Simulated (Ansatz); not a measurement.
# The perfect armchair BP nanoribbon (N = 4, H edges)

Wanted: the relaxed geometry and the bands of the armchair BP nanoribbon (N = 4, H edges).

Calculated with Ansatz 0.2.0; DFT PBE, plane waves, PAW; relaxation of a wire's period, in the first sound run; inputs show where later runs differ.

### Step 1. The starting structure

The cell holds 12 atoms: 4 B, 4 P and 4 H. Its edges and angles: a = 14.223 Å, b = 7.000 Å, c = 5.580 Å, α = 90.0°, β = 90.0°, γ = 90.0°. Vacuum lies along a and b. The structure's axis is c.

### Step 2. The relaxed wire

Band widths follow the bond lengths, so the wire is relaxed first. The atoms and the third cell vector are free; the box across stays fixed as vacuum. A Fermi-Dirac smearing is set since the result may be a metal. The pressure printed is a third of the stress's trace over the whole box, vacuum included; only the stress along the axis is relaxed.

Contents of input.yaml:

```yaml
crystal:
  lattice:
    - [14.223, 0.0, 0.0]
    - [0.0, 7.0, 0.0]
    - [0.0, 0.0, 5.58]
  atoms:
    - { symbol: B, position: [0.330107225, 0.5, 0.0] }
    - { symbol: B, position: [0.556614607, 0.5, 0.0] }
    - { symbol: P, position: [0.330107225, 0.5, 0.333333333] }
    - { symbol: P, position: [0.556614607, 0.5, 0.333333333] }
    - { symbol: H, position: [0.739890742, 0.5, 0.396953405] }
    - { symbol: H, position: [0.246080292, 0.5, 0.456989247] }
    - { symbol: B, position: [0.443360916, 0.5, 0.5] }
    - { symbol: B, position: [0.669868299, 0.5, 0.5] }
    - { symbol: P, position: [0.443360916, 0.5, 0.833333333] }
    - { symbol: P, position: [0.669868299, 0.5, 0.833333333] }
    - { symbol: H, position: [0.260084781, 0.5, 0.896953405] }
    - { symbol: H, position: [0.753895231, 0.5, 0.956989247] }
kpoints:
  mp_grid: { grid: [1, 1, 15] }
scf:
  occupations: { method: fermi_dirac, width: 0.05 }
hamiltonian:
  xc: pbe
relax:
  cell: { fix: [a, b, alpha, beta, gamma] }
  max_steps: 45
  f_tol: 0.03
```

Command:

```console
> ansatz run input.yaml --threads 4 --pin off --max-ram 16384MiB --backend cpu --events-out ev --progress --plain --runs-dir out
```

Numbers of over 12 decimals in the logs are rounded to 6 here.

The log of the run:

```text
Engine: ansatz 0.2.0, aarch64-unknown-linux-gnu
Pseudopotentials: kind: paw
Pseudopotential: B, paw, valence charge 3, recommended cutoff 420 eV (normal), B.paw.azcp
Pseudopotential: P, paw, valence charge 5, recommended cutoff 420 eV (normal), P.paw.azcp
Pseudopotential: H, paw, valence charge 1, recommended cutoff 420 eV (normal), H.paw.azcp
Functional definition: PBE
  parameter kappa = 0.804
  parameter beta = 0.066725
  exchange = pbe_x(kappa = kappa, mu = beta*pi^2/3)
  correlation = pbe_c(beta = beta)
Crystal: 12 atoms, lattice volume = 555.550 Å³
Basis set: ecut = 420 eV, 10871 PW (Γ), exchange–correlation on 192×96×80 points (8 copies of the dense FFT grid, shifted against one another)
Bands: 30, of which v1, the nominal top of the filled ones, is band 18 counted from 1 (17 counted from 0)
Symmetry: 4 space group operations
Space group: Pmc21 (ITA 26), of the structure as read, at distance tolerance 8.2e-5 Å
k-points: 8 of 15 (time reversal used)
Non-local potential: B, projectors of the file, l = 0: 2, l = 1: 2, l = 2: 1
Non-local potential: P, projectors of the file, l = 0: 2, l = 1: 2, l = 2: 2
Non-local potential: H, projectors of the file, l = 0: 2, l = 1: 1
PAW form: soft (Blöchl's): semilocal exchange-correlation on the pseudo side does not see the compensation charge
PAW one-centre angular grid: B, 110 points (default); XC on 64 Gauss nodes
PAW one-centre angular grid: P, 110 points (default); XC on 64 Gauss nodes
PAW one-centre angular grid: H, 110 points (default); XC on 64 Gauss nodes
Initial density: superposition of atomic densities (neutral atoms: chi_scale 0, normalization atom), corrected by the library's trained network
Initial wavefunctions: pseudopotential atomic-orbital guess
Functional: x = pbe(κ = 0.804, μ = 0.219515), c = pbe(β = 0.066725)
SCF iter   1: F=—  HF=-3709.204382 eV  |F-HF|=—  |Δ(HF+E_count)|=         —  Δρ=1.54e-3  dr2=2.83e-2  ethr=1.77e-3  ⟨swp⟩=8.9  Hψ=1591  notcnv=0  defer=13
preconditioner: auto → Resta (q_TF=auto, 1.729 Å⁻¹)  ε∞=1.9  [insulator: Δε(μ)=1.730 eV  Ē_g=9.883 eV  σ=0.050 eV  W_gap=1.00  n_scr=50 (ndim 8)  ℏωp=9.5 eV  f_vac=0.605  D(μ)=0.00/eV (n_scr^D=0)  ε∞_Penn≈1.9  vacuum switching on, ρ_ref=7.1e-3 e/Å³]
SCF iter   2: F=—  HF=-3709.213096 eV  |F-HF|=—  |Δ(HF+E_count)|=   8.71e-3  Δρ=7.51e-4  dr2=5.14e-3  ethr=7.85e-5  ⟨swp⟩=3.5  Hψ=480  notcnv=0  defer=34
SCF iter   3: F=—  HF=-3709.216334 eV  |F-HF|=—  |Δ(HF+E_count)|=   3.24e-3  Δρ=3.35e-4  dr2=1.37e-3  ethr=1.43e-5  ⟨swp⟩=2.6  Hψ=390  notcnv=0  defer=34
SCF iter   4: F=—  HF=-3709.217573 eV  |F-HF|=—  |Δ(HF+E_count)|=   1.24e-3  Δρ=9.99e-5  dr2=1.29e-4  ethr=3.82e-6  ⟨swp⟩=3.4  Hψ=417  notcnv=0  defer=34
SCF iter   5: F=—  HF=-3709.217565 eV  |F-HF|=—  |Δ(HF+E_count)|=   8.54e-6  Δρ=3.55e-5  dr2=1.09e-5  ethr=3.58e-7  ⟨swp⟩=2.2  Hψ=335  notcnv=0  defer=34
SCF iter   6: F=—  HF=-3709.217560 eV  |F-HF|=—  |Δ(HF+E_count)|=   4.75e-6  Δρ=1.03e-5  dr2=6.62e-7  ethr=3.04e-8  ⟨swp⟩=2.1  Hψ=360  notcnv=0  defer=34
SCF iter   7: F=-3709.217562 eV  HF=-3709.217561 eV  |F-HF|=2.67e-7  |Δ(HF+E_count)|=   1.63e-6  Δρ=3.27e-6  dr2=5.37e-8  ethr=2.78e-10  ⟨swp⟩=6.0  Hψ=889  notcnv=0
SCF 1 converged in 7 iterations: F = -3709.217562 eV  dr2 = 5.37e-8
  greatest PAW one-centre occupation: 0.775 electrons in one spin orbital (limit 2), on the P atom at site 8 (counted from 0), in its partial waves of l = 0
relax step   1: F+E_penalty+E_count = -3709.21756168 eV  Δ(F+E_penalty+E_count) = +0.000e0 eV  max|allowed force component| = 1.378e0 eV/Å  Δτ_max = 0.0000 Å  P = +0.067 GPa  Ω = 555.550 Å³  fix = [a, b, alpha, beta, gamma]  reactions: a +0.278, b +0.259 GPa  (7 SCF iters, dr2 threshold 1.00e-7 eV, accepted)
Crystal: 12 atoms, lattice volume = 558.580 Å³
Basis set: ecut = 420 eV, 10951 PW (Γ), exchange–correlation on 192×96×80 points (8 copies of the dense FFT grid, shifted against one another)
Initial density: handed on by an earlier stage of this run
Initial wavefunctions: those handed on with the density
iter 1 solved again at ethr=1.15e-4 eV; its pass at ethr=3.10e-3 eV (dr2=4.14e-2 eV) is discarded
SCF iter   1: F=—  HF=-3709.378478 eV  |F-HF|=—  |Δ(HF+E_count)|=         —  Δρ=3.72e-3  dr2=4.14e-2  ethr=1.15e-4  ⟨swp⟩=4.8  Hψ=1526  notcnv=0
preconditioner: auto → Resta (q_TF=auto, 1.728 Å⁻¹)  ε∞=1.9  [insulator: Δε(μ)=1.709 eV  Ē_g=9.911 eV  σ=0.050 eV  W_gap=1.00  n_scr=50 (ndim 8)  ℏωp=9.4 eV  f_vac=0.603  D(μ)=0.00/eV (n_scr^D=0)  ε∞_Penn≈1.9  vacuum switching on, ρ_ref=7.1e-3 e/Å³]
SCF iter   2: F=—  HF=-3709.371479 eV  |F-HF|=—  |Δ(HF+E_count)|=   7.00e-3  Δρ=1.73e-3  dr2=8.40e-3  ethr=1.15e-4  ⟨swp⟩=1.1  Hψ=241  notcnv=0
SCF iter   3: F=—  HF=-3709.370593 eV  |F-HF|=—  |Δ(HF+E_count)|=   8.86e-4  Δρ=2.09e-4  dr2=2.64e-4  ethr=2.33e-5  ⟨swp⟩=3.0  Hψ=402  notcnv=0
SCF iter   4: F=—  HF=-3709.370545 eV  |F-HF|=—  |Δ(HF+E_count)|=   4.85e-5  Δρ=6.96e-5  dr2=4.65e-5  ethr=7.34e-7  ⟨swp⟩=2.0  Hψ=335  notcnv=0
SCF iter   5: F=—  HF=-3709.370542 eV  |F-HF|=—  |Δ(HF+E_count)|=   2.92e-6  Δρ=2.02e-5  dr2=6.63e-6  ethr=1.29e-7  ⟨swp⟩=2.4  Hψ=358  notcnv=0
SCF iter   6: F=-3709.370541 eV  HF=-3709.370541 eV  |F-HF|=2.48e-8  |Δ(HF+E_count)|=   8.07e-7  Δρ=6.96e-6  dr2=3.49e-7  ethr=3.33e-9  ⟨swp⟩=6.0  Hψ=833  notcnv=0
SCF 2 converged in 6 iterations: F = -3709.370541 eV  dr2 = 3.49e-7
relax step   2: F+E_penalty+E_count = -3709.37054104 eV  Δ(F+E_penalty+E_count) = -1.530e-1 eV  max|allowed force component| = 5.713e-1 eV/Å  Δτ_max = 0.0633 Å  P = +0.015 GPa  Ω = 558.580 Å³  energy of the carried Pulay correction = -6.669e-4 eV  fix = [a, b, alpha, beta, gamma]  reactions: a +0.181, b +0.252 GPa  (6 SCF iters, dr2 threshold 1.20e-6 eV, accepted)
Crystal: 12 atoms, lattice volume = 557.851 Å³
Basis set: ecut = 420 eV, 10927 PW (Γ), exchange–correlation on 192×96×80 points (8 copies of the dense FFT grid, shifted against one another)
iter 1 solved again at ethr=3.13e-5 eV; its pass at ethr=3.10e-3 eV (dr2=1.13e-2 eV) is discarded
SCF iter   1: F=—  HF=-3709.396297 eV  |F-HF|=—  |Δ(HF+E_count)|=         —  Δρ=1.75e-3  dr2=1.34e-2  ethr=3.13e-5  ⟨swp⟩=3.8  Hψ=1389  notcnv=0
preconditioner: auto → Resta (q_TF=auto, 1.728 Å⁻¹)  ε∞=1.9  [insulator: Δε(μ)=1.713 eV  Ē_g=9.930 eV  σ=0.050 eV  W_gap=1.00  n_scr=50 (ndim 8)  ℏωp=9.4 eV  f_vac=0.602  D(μ)=0.00/eV (n_scr^D=0)  ε∞_Penn≈1.9  vacuum switching on, ρ_ref=7.2e-3 e/Å³]
SCF iter   2: F=—  HF=-3709.393209 eV  |F-HF|=—  |Δ(HF+E_count)|=   3.09e-3  Δρ=7.21e-4  dr2=1.52e-3  ethr=3.13e-5  ⟨swp⟩=2.6  Hψ=363  notcnv=0
SCF iter   3: F=—  HF=-3709.393043 eV  |F-HF|=—  |Δ(HF+E_count)|=   1.66e-4  Δρ=2.43e-4  dr2=2.35e-4  ethr=4.23e-6  ⟨swp⟩=2.5  Hψ=333  notcnv=0
SCF iter   4: F=—  HF=-3709.393002 eV  |F-HF|=—  |Δ(HF+E_count)|=   4.12e-5  Δρ=5.64e-5  dr2=2.48e-5  ethr=6.54e-7  ⟨swp⟩=2.5  Hψ=379  notcnv=0
SCF iter   5: F=—  HF=-3709.393000 eV  |F-HF|=—  |Δ(HF+E_count)|=   2.22e-6  Δρ=1.75e-5  dr2=1.96e-6  ethr=6.89e-8  ⟨swp⟩=2.9  Hψ=388  notcnv=0
SCF iter   6: F=-3709.393000 eV  HF=-3709.393000 eV  |F-HF|=6.63e-8  |Δ(HF+E_count)|=   2.20e-7  Δρ=5.63e-6  dr2=2.70e-7  ethr=3.33e-9  ⟨swp⟩=5.4  Hψ=770  notcnv=0
SCF 3 converged in 6 iterations: F = -3709.393000 eV  dr2 = 2.70e-7
relax step   3: F+E_penalty+E_count = -3709.39299986 eV  Δ(F+E_penalty+E_count) = -2.246e-2 eV  max|allowed force component| = 2.721e-2 eV/Å  Δτ_max = 0.0281 Å  P = +0.077 GPa  Ω = 557.851 Å³  energy of the carried Pulay correction = -5.068e-4 eV  fix = [a, b, alpha, beta, gamma]  reactions: a -0.011, b +0.250 GPa  (6 SCF iters, dr2 threshold 1.20e-6 eV, accepted)
Initial wavefunctions: pseudopotential atomic-orbital guess (no wavefunctions were taken with the density)
iter 1 solved again at ethr=9.68e-7 eV; its pass at ethr=3.10e-3 eV (dr2=3.49e-4 eV) is discarded
SCF iter   1: F=—  HF=-3709.393052 eV  |F-HF|=—  |Δ(HF+E_count)|=         —  Δρ=2.27e-5  dr2=3.54e-7  ethr=9.68e-7  ⟨swp⟩=5.1  Hψ=2401  notcnv=0
eigensolver tolerance schedule: the retry pair's looser diagonalisation over-reported the residual by 983.74 of it (diagonalisation noise at 0.44 of the residual, at the tolerance the schedule requests for it); recorded, not acted on — ethr = c·dr2/N_el stays at c = 1.0e-1
preconditioner: auto → Resta (q_TF=auto, 1.728 Å⁻¹)  ε∞=1.9  [insulator: Δε(μ)=1.713 eV  Ē_g=9.928 eV  σ=0.050 eV  W_gap=1.00  n_scr=50 (ndim 8)  ℏωp=9.4 eV  f_vac=0.601  D(μ)=0.00/eV (n_scr^D=0)  ε∞_Penn≈1.9  vacuum switching on, ρ_ref=7.1e-3 e/Å³]
SCF iter   2: F=—  HF=-3709.393327 eV  |F-HF|=—  |Δ(HF+E_count)|=   2.75e-4  Δρ=1.15e-5  dr2=6.91e-8  ethr=9.83e-10  ⟨swp⟩=3.2  Hψ=468  notcnv=0
SCF iter   3: F=—  HF=-3709.393446 eV  |F-HF|=—  |Δ(HF+E_count)|=   1.19e-4  Δρ=4.99e-6  dr2=1.60e-8  ethr=1.92e-10  ⟨swp⟩=2.0  Hψ=384  notcnv=0
SCF iter   4: F=—  HF=-3709.393489 eV  |F-HF|=—  |Δ(HF+E_count)|=   4.33e-5  Δρ=3.75e-7  dr2=2.17e-9  ethr=4.45e-11  ⟨swp⟩=2.6  Hψ=410  notcnv=0
SCF iter   5: F=—  HF=-3709.393489 eV  |F-HF|=—  |Δ(HF+E_count)|=   1.17e-7  Δρ=2.18e-7  dr2=1.39e-10  ethr=6.02e-12  ⟨swp⟩=2.0  Hψ=384  notcnv=0
SCF iter   6: F=-3709.393489 eV  HF=-3709.393489 eV  |F-HF|=6.25e-8  |Δ(HF+E_count)|=   1.32e-7  Δρ=6.12e-8  dr2=1.17e-11  ethr=1.00e-12  ⟨swp⟩=6.0  Hψ=845  notcnv=0
SCF 4 converged in 6 iterations: F = -3709.393489 eV  dr2 = 1.17e-11
relax step   4: F+E_penalty+E_count = -3709.39348916 eV  Δ(F+E_penalty+E_count) = -4.893e-4 eV  max|allowed force component| = 2.710e-2 eV/Å  Δτ_max = 0.0000 Å  P = +0.077 GPa  Ω = 557.851 Å³  fix = [a, b, alpha, beta, gamma]  reactions: a -0.011, b +0.248 GPa  stress off target by 6.39e-3 GPa on what of the cell is left free  SCF on the basis re-selected at this cell (its energy is not comparable with the rows above)  (6 SCF iters)
basis re-selected at this cell: Δ(F+E_penalty+E_count) = -4.893e-4 eV, ΔP = +0.000 GPa vs the last step (what re-selecting the basis moved, of the pressure what is left beyond the Pulay correction that the steps carried, after the strain that the cell walked since its last selection, with what the two solves' SCF thresholds leave and, on support functions, any second-order correction that the steps lacked; it is no m [...]
SCF converged after 6 iterations
Free energy (F): -3709.393489 eV
Harris-Foulkes:  -3709.393489 eV  (|F-HF|=6.25e-8)
Internal energy: -3709.393489 eV  (E = F + TS)
E sigma→0 (E₀):  -3709.393489 eV
Entropy (-TS):   -0.000000 eV (-0.000 meV/atom)
Fermi energy:    -1.874627 eV
--- Per-component energies (eV) ---
  E_band       = -296.498546
  E_kinetic    = 526.097391
  E_local      = -3633.396734  (includes V_loc(G=0)·N_el)
  E_nonlocal   = 190.814966
  E_hartree    = 1549.857626
  E_xc         = -406.367227
  E_vxc        = -435.664124  (∫ρ·V_xc dr)
  E_paw        = -2594.616730  (= ΣΔE_a)
  E_vpaw       = -44.060237  (= ΣTr[D̂ρ^β])
  E_aug_tail   = -0.005033  (compensation charges beyond the density's cutoff)
  E_ewald      = 658.222251
  E_smearing   = -0.000000  (= −TS)
  E_closure    = -0.000000  (closes the sum)
  Σ components = -3709.393489   (vs F -3709.393489, Δ=0.00e0)
--- Forces (eV/Å), atoms counted from 1 ---
  atom   1  B      0.02709978     0.00000000     0.00957458
  atom   2  B     -0.01531116     0.00000000    -0.01401799
  atom   3  P      0.01073587     0.00000000    -0.00270161
  atom   4  P      0.00380825     0.00000000     0.00067687
  atom   5  H      0.01928325     0.00000000    -0.00605171
  atom   6  H     -0.00384836     0.00000000     0.01251734
  atom   7  B      0.01531116     0.00000000    -0.01401799
  atom   8  B     -0.02709978     0.00000000     0.00957458
  atom   9  P     -0.00380825     0.00000000     0.00067687
  atom  10  P     -0.01073587     0.00000000    -0.00270161
  atom  11  H     -0.01928325     0.00000000    -0.00605171
  atom  12  H      0.00384836     0.00000000     0.01251734
  max |Σ_I F_I| component: 5.05e-6 eV/Å
--- Stress (GPa, compression-positive) ---
       -0.011221       0.000000       0.000000
        0.000000       0.248198       0.000000
        0.000000       0.000000      -0.006390
  P = ⅓ Tr σ = 0.0769 GPa (0.769 kbar)
--- Relaxed structure (3 steps of the walk, 3 accepted, 1 SCFs on fresh bases) ---
  F+E_penalty+E_count = -3709.39348916 eV   max|allowed force component| = 2.710e-2 eV/Å   (the final SCF, on the basis selected at the relaxed cell)
  cell:  # Å, volume = 557.8513 Å³
    - [14.223, 0.0, 0.0]
    - [0.0, 7.0, 0.0]
    - [0.0, 0.0, 5.603110]
  atoms:
    - { symbol: B, position: [0.330137, 0.5, 0.0021667] }
    - { symbol: B, position: [0.555865, 0.5, 0.00429195] }
    - { symbol: P, position: [0.335077, 0.5, 0.325443] }
    - { symbol: P, position: [0.556849, 0.5, 0.337344] }
    - { symbol: H, position: [0.743589, 0.5, 0.400181] }
    - { symbol: H, position: [0.249259, 0.5, 0.451182] }
    - { symbol: B, position: [0.444110, 0.5, 0.504292] }
    - { symbol: B, position: [0.669838, 0.5, 0.502167] }
    - { symbol: P, position: [0.443126, 0.5, 0.837344] }
    - { symbol: P, position: [0.664899, 0.5, 0.825443] }
    - { symbol: H, position: [0.256386, 0.5, 0.900181] }
    - { symbol: H, position: [0.750716, 0.5, 0.951182] }
```

The job ended after 14 s (4 threads of Arm Neoverse V1, shared host; peak memory 0.78 GiB; 49 s of CPU time).

The steps of the relaxation:

| step | energy less that of the first step (eV) | largest force component (eV/Å) | pressure (GPa) | volume (Å³) |
| --- | --- | --- | --- | --- |
| 1 | 0.0000 | 1.3782 | 0.07 | 555.55 |
| 2 | -0.1530 | 0.5713 | 0.01 | 558.58 |
| 3 | -0.1754 | 0.0272 | 0.08 | 557.85 |
| 4* | -0.1759 | 0.0271 | 0.08 | 557.85 |

Relaxation steps marked * repeat the geometry before them on a plane-wave basis chosen anew for their cell, so energy and pressure can jump there.

Forces are held to the 4 operations that the run works with; a distortion that breaks them can't arise in this run.

| cell as run | before | after | change |
| --- | --- | --- | --- |
| c (Å) | 5.580 | 5.603 | +0.4 % |

The atoms that moved most (Å, along periodic axes as changes of fractional coordinates times the final cell, across vacuum about the mean position):

| atom | dx | dy | dz | length |
| --- | --- | --- | --- | --- |
| P10 | -0.071 | 0.000 | -0.044 | 0.083 |
| P3 | 0.071 | 0.000 | -0.044 | 0.083 |
| H6 | 0.045 | 0.000 | -0.033 | 0.056 |
| H12 | -0.045 | 0.000 | -0.033 | 0.056 |
| H5 | 0.053 | 0.000 | 0.018 | 0.056 |
| H11 | -0.053 | 0.000 | 0.018 | 0.056 |
| B7 | 0.011 | 0.000 | 0.024 | 0.026 |
| B2 | -0.011 | 0.000 | 0.024 | 0.026 |

Numbers from this step:

```
cell length along the wire : 5.603 Å
```

The cell's length comes to 5.603 Å with spin left out.

### Step 3. The perfect wire

This step: DFT PBE, plane waves, PAW; bands of a perfect wire (Ansatz 0.2.0).

At the relaxed period the bands are computed along the axis; those that cross an energy going forward count the channels that a perfect wire would open there.

Contents of input.yaml:

```yaml
crystal:
  lattice:
    - [14.223, 0.0, 0.0]
    - [0.0, 7.0, 0.0]
    - [0.0, 0.0, 5.6031104579]
  atoms:
    - { symbol: B, position: [0.330137087, 0.5, 0.002166704] }
    - { symbol: B, position: [0.555865363, 0.5, 0.004291949] }
    - { symbol: P, position: [0.335076509, 0.5, 0.325442895] }
    - { symbol: P, position: [0.55684921, 0.5, 0.337344479] }
    - { symbol: H, position: [0.743589154, 0.5, 0.400181245] }
    - { symbol: H, position: [0.249259144, 0.5, 0.451182046] }
    - { symbol: B, position: [0.444110161, 0.5, 0.504291949] }
    - { symbol: B, position: [0.669838437, 0.5, 0.502166704] }
    - { symbol: P, position: [0.443126314, 0.5, 0.837344479] }
    - { symbol: P, position: [0.664899014, 0.5, 0.825442895] }
    - { symbol: H, position: [0.25638637, 0.5, 0.900181245] }
    - { symbol: H, position: [0.75071638, 0.5, 0.951182046] }
kpoints:
  mp_grid: { grid: [1, 1, 15] }
  band_path: { path: ["Γ", Z], npoints: 90 }
scf:
  occupations: { method: fermi_dirac, width: 0.05 }
hamiltonian:
  xc: pbe
output:
  dos: { e_range: [-5, 4] }
  write_potential: true
  write_density: true
  volumetric_format: npy
```

The log of the run:

```text
[...]
Crystal: 12 atoms, lattice volume = 557.851 Å³
Basis set: ecut = 420 eV, 10927 PW (Γ)
Bands: 30, of which v1, the nominal top of the filled ones, is band 18 counted from 1 (17 counted from 0)
Symmetry: 4 space group operations
[...]
k-points: 8 of 15 (time reversal used)
[...]
SCF iter   1: F=—  HF=-3709.380662 eV  |F-HF|=—  |Δ(HF+E_count)|=         —  Δρ=1.57e-3  dr2=2.97e-2  ethr=1.77e-3  ⟨swp⟩=9.0  Hψ=1581  notcnv=0  defer=12
[...]
SCF iter   7: F=-3709.393481 eV  HF=-3709.393481 eV  |F-HF|=2.44e-7  |Δ(HF+E_count)|=   2.17e-6  Δρ=2.96e-6  dr2=3.62e-8  ethr=2.78e-10  ⟨swp⟩=16.9  Hψ=1442  notcnv=0
SCF 1 converged in 7 iterations: F = -3709.393481 eV  dr2 = 3.62e-8
[...]
NSCF: frozen V_eff on 91 k-points
WARN: The output density's exchange-correlation potential varies sharply where the density is thin. Do not read a vacuum level from v_tot or v_xc, or from such a field of the output density. On a cell that repeats whose density bears no net charge and no dipole along the vacuum's axis use v_es (v_loc + v_h of the components); under efield.dipole_correction with no amplitude use v_es + v_field, which holds any externa [...]
SCF converged after 7 iterations
Free energy (F): -3709.393481 eV
[...]
Internal energy: -3709.393481 eV  (E = F + TS)
E sigma→0 (E₀):  -3709.393481 eV
Entropy (-TS):   -0.000000 eV (-0.000 meV/atom)
Fermi energy:    -1.874575 eV
[...]
--- Band table (eV; the first three rows and the last of 8) ---
  k-point 0: bands = [... 14 lower, -4.7582, -4.5369, -2.8573, -2.7495, -1.0367, -0.8369, 1.1981, 1.2465, ... 8 higher]
  k-point 1: bands = [... 14 lower, -4.7839, -4.5229, -2.9636, -2.7761, -0.9134, -0.8252, 1.2114, 1.2622, ... 8 higher]
  k-point 2: bands = [... 14 lower, -4.8682, -4.4813, -3.2202, -2.8534, -0.7881, -0.6069, 1.2473, 1.2954, ... 8 higher]
  k-point 7: bands = [... 14 lower, -5.0654, -4.8153, -3.8533, -3.6779, -0.1348, 0.0813, 0.9873, 1.0603, ... 8 higher]
```

Wall time 28 s (4 threads); peak memory 1.2 GiB; 1.8 min of CPU time.

This step gave:

* band gap: 1.713 eV

Electronic bands along the path, in eV, zero at the Fermi level:

| point | band 15 | band 16 | band 17 | band 18 | band 19 | band 20 | band 21 | band 22 |
| --- | --- | --- | --- | --- | --- | --- | --- | --- |
| Γ | -2.88 | -2.66 | -0.98 | -0.87 | 0.84 | 1.04 | 3.07 | 3.12 |
| halfway | -3.25 | -2.48 | -1.91 | -1.21 | 1.22 | 1.98 | 2.87 | 3.11 |
| Z | -3.07 | -3.07 | -1.89 | -1.89 | 1.85 | 1.85 | 2.89 | 2.89 |

The gap is 1.71 eV, with spin left out.

The path shows a direct gap of 1.71 eV (valence top at Γ, conduction bottom at Γ).

(Part 1 of 3 ends here.)

[Logs are printed without paths, hosts, clocks, repeated set-up lines and the standing remarks that a program may print on its own settings, such as how far it seeks lower states.]

[Hosts, paths, dates, database ids (printed as entryN), source tags and the programs' standing remarks are cut or masked in the printed files.]
